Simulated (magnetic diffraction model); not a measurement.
**CdCoCl₂F₂ below its ordering temperature**

Space group Cmc2_1 (no. 36), a = 4.6210 Å, b = 15.9260 Å, c = 6.3490 Å.

| site | atom | x | y | z |
| --- | --- | --- | --- | --- |
| 4a | Cd | 0 | 0.8504 | 0.4642 |
| 4a | Co | 1/2 | 0.9123 | 0.9974 |
| 4a | Cl | 1/2 | 0.9727 | 0.3249 |
| 4a | Cl | 0 | 0.6658 | 0.2388 |
| 4a | F | 1/2 | 0.5774 | 0.5070 |
| 4a | F | 0 | 0.7001 | 0.7122 |

This is a made-up structure (elements placed in a structure type, unrelaxed), so the numbers test the method and describe no known phase.

Only Co is taken to order (form factors of Co2+); orders and moment sizes are assumed, and not adapted to the symmetry. Radiation: neutrons of λ = 2.52 Å (absorption by Cd left out), 8° to 60°; isotropic B of 0.2 Å² (Cd), 0.23 Å² (Co), 0.25 Å² (Cl) and 0.31 Å² (F). The intensities are simulated: I ∝ L Σ (|F_N|² + |F_M⊥|²) for unpolarised neutrons, with F_M = 2.695 fm/μB × Σ f(s) S exp(2πi Q·r) exp(−B s²) at Q = H ± k (one set where k and −k are equivalent), only the part normal to Q counting and L = 1/(sin²θ cos θ). For collinear order S is the moment m, which repeats by lattice and centring translations R with the sign exp(−2πi k·R). Form factors are spin-only for 3d ions and dipole or tabulated for f ions, scattering lengths are Sears's of 1992, and absorption is left out. A label names one of the reflections at its angle. The strongest nuclear line in the range is 100, and lines under 0.2 are left out.

Above the ordering temperature:

| 2θ (°) | index | I |
| --- | --- | --- |
| 18.21 | (0 2 0) | 4.3 |
| 29.41 | (0 2 1) | 1.2 |
| 32.99 | (1 1 0) | 43.5 |
| 36.90 | (0 4 0) | 1.8 |
| 40.53 | (1 1 1) | 7.2 |
| 42.38 | (1 3 0) | 1.1 |
| 43.87 | (0 4 1) | 26.1 |
| 46.77 | (0 0 2) | 9.8 |
| 48.71 | (1 3 1) | 8.5 |
| 50.59 | (0 2 2) | 23.8 |
| 56.68 | (0 6 0) | 11.8 |
| 57.43 | (1 5 0) | 53.4 |
| 58.42 | (1 1 2) | 100.0 |

Below it (cell unchanged):

```
2θ (°)      I
 16.32    2.3
 18.21    4.3
 20.83   12.0
 27.80   12.6
 28.25   12.1
 29.41    1.2
 31.14    5.8
 32.99   43.5
 35.96    6.7
 36.31    0.4
 36.90    1.8
 40.53    7.2
 42.38    1.1
 43.05    1.0
 43.87   26.1
 44.82    1.7
 46.77    9.8
 48.71    8.5
 49.86    0.2
 50.41    1.3
 50.59   23.8
 50.91    3.6
 51.72    1.5
 54.04    2.1
 54.30    3.3
 55.28    2.7
 56.05    1.5
 56.68   11.8
 57.43   53.4
 58.42  100.0
 59.20    1.6
 59.64    3.9
```

**Question.** Check that the new lines index with k = (1/2 1/2 1), then choose among these models:
A. collinear moments along [101], 2.89 μB on Co; signs + at (1/2, 0.9123, 0.9974), − at (0, 0.5877, 0.4974)
B. collinear moments along [111], 2.89 μB on Co; signs + at (1/2, 0.9123, 0.9974), − at (0, 0.5877, 0.4974)
C. collinear moments along [111], 2.89 μB on Co; signs + at (1/2, 0.9123, 0.9974), + at (0, 0.5877, 0.4974)
D. collinear moments along [101], 2.89 μB on Co; signs + at (1/2, 0.9123, 0.9974), + at (0, 0.5877, 0.4974)

The new lines index as (1/2 1/2 0) at 16.32°, (1/2 -3/2 0) at 20.83°, (1/2 5/2 0) at 27.80° and (1/2 1/2 1) at 28.25°, that is as H ± k with k = (1/2 1/2 1), one of 2 inequivalent arms of its star (k and −k counted as one), which a powder can't tell apart. Half indices mean that the moments reverse under translations with k·R a half-integer, and the magnetic cell has twice the primitive volume.

Magnetic intensity, observed (below minus above) and for each model:

| 2θ (°) | index | observed | A | B | C | D |
| --- | --- | --- | --- | --- | --- | --- |
| 16.32 | (1/2 1/2 0) | 2.3 | 29.0 | 31.9 | 2.5 | 2.3 |
| 27.80 | (1/2 5/2 0) | 12.6 | 0.5 | <0.2 | 3.0 | 12.6 |
| 28.25 | (1/2 1/2 1) | 12.1 | 1.0 | 1.8 | 21.9 | 12.1 |
| 35.96 | (1/2 -7/2 0) | 6.7 | 0.9 | 0.5 | 3.8 | 6.7 |
| 36.31 | (1/2 5/2 1) | 0.4 | 10.3 | 7.4 | 0.3 | 0.4 |
| 43.05 | (1/2 -7/2 1) | 1.0 | 7.1 | 5.8 | 0.8 | 1.0 |
| 49.86 | (1/2 1/2 2) | 0.2 | 2.6 | 5.8 | 0.5 | 0.2 |
| 54.30 | (3/2 -1/2 1) | 3.3 | 0.3 | 0.4 | 5.2 | 3.3 |

Model D matches.

The structure used: k = (1/2 1/2 1), collinear moments along [101], 2.89 μB on Co; signs + at (1/2, 0.9123, 0.9974), + at (0, 0.5877, 0.4974).

[Logs are printed without paths, hosts, clocks, repeated set-up lines and the standing remarks that a program may print on its own settings, such as how far it seeks lower states.]
